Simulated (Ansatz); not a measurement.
The compound is CuI (Marshite).

The database entry behind the starting cell differs from later determinations by our own check (about 0.15 % long (mineral sample)), so it need not match the best structure at ambient conditions.

It takes space group F-43m (No. 216, cubic). Conventional cell: a = 6.063 Å, b = 6.063 Å, c = 6.063 Å, α = 90.00°, β = 90.00°, γ = 90.00°. Nearest to Cu lie 4 I at 2.63 Å. Nearest to I lie 4 Cu at 2.63 Å. Farther neighbours and most contacts between anions are not listed.

```
Cu I
1.0
    -3.03150   -3.03150    0.00000
    -3.03150    0.00000   -3.03150
     0.00000   -3.03150   -3.03150
Cu I
1 1
Cartesian
  -1.5157 -1.5157 -1.5157
  0.0000 0.0000 0.0000
```

The cell and positions come from the Crystallography Open Database and are kept as given unless a step says otherwise. Spin-orbit coupling is left out unless a run names it. PAW set soft_2, made with PBE.

A constrained-RPA run (Ansatz 0.2.0; non-magnetic LDA; Cu d + anion p, bands v8 to v1, 6×6×6 mesh, medium accuracy) builds 8 functions on bands 5.6 eV wide, with 16.0 electrons in the window. The bare on-site interaction is 26.0 eV and the bare J 0.89 eV.

What U and J survive the screening?

On the Cu d shell, U = 5.87 eV (23 % of the bare value), U′ = 4.45 eV, J = 0.71 eV.

The parent state is non-magnetic and the interaction static (zero frequency); U depends on the window and the orbitals, so it belongs to this model alone. A window that holds the anion p bands defines a model with explicit ligands; its U belongs to that model and is not the U of DFT+U.

[Paths, hosts, dates, memory and timing lines, banners, echoed tables and standing remarks are left out of the program output.]

[Logs are printed without paths, hosts, clocks, repeated set-up lines and the standing remarks that a program may print on its own settings, such as how far it seeks lower states.]

[Runs of the session that timed out or met a known fault of the program may be left out.]

[Hosts, paths, dates, database ids (printed as entryN), source tags and the programs' standing remarks are cut or masked in the printed files.]
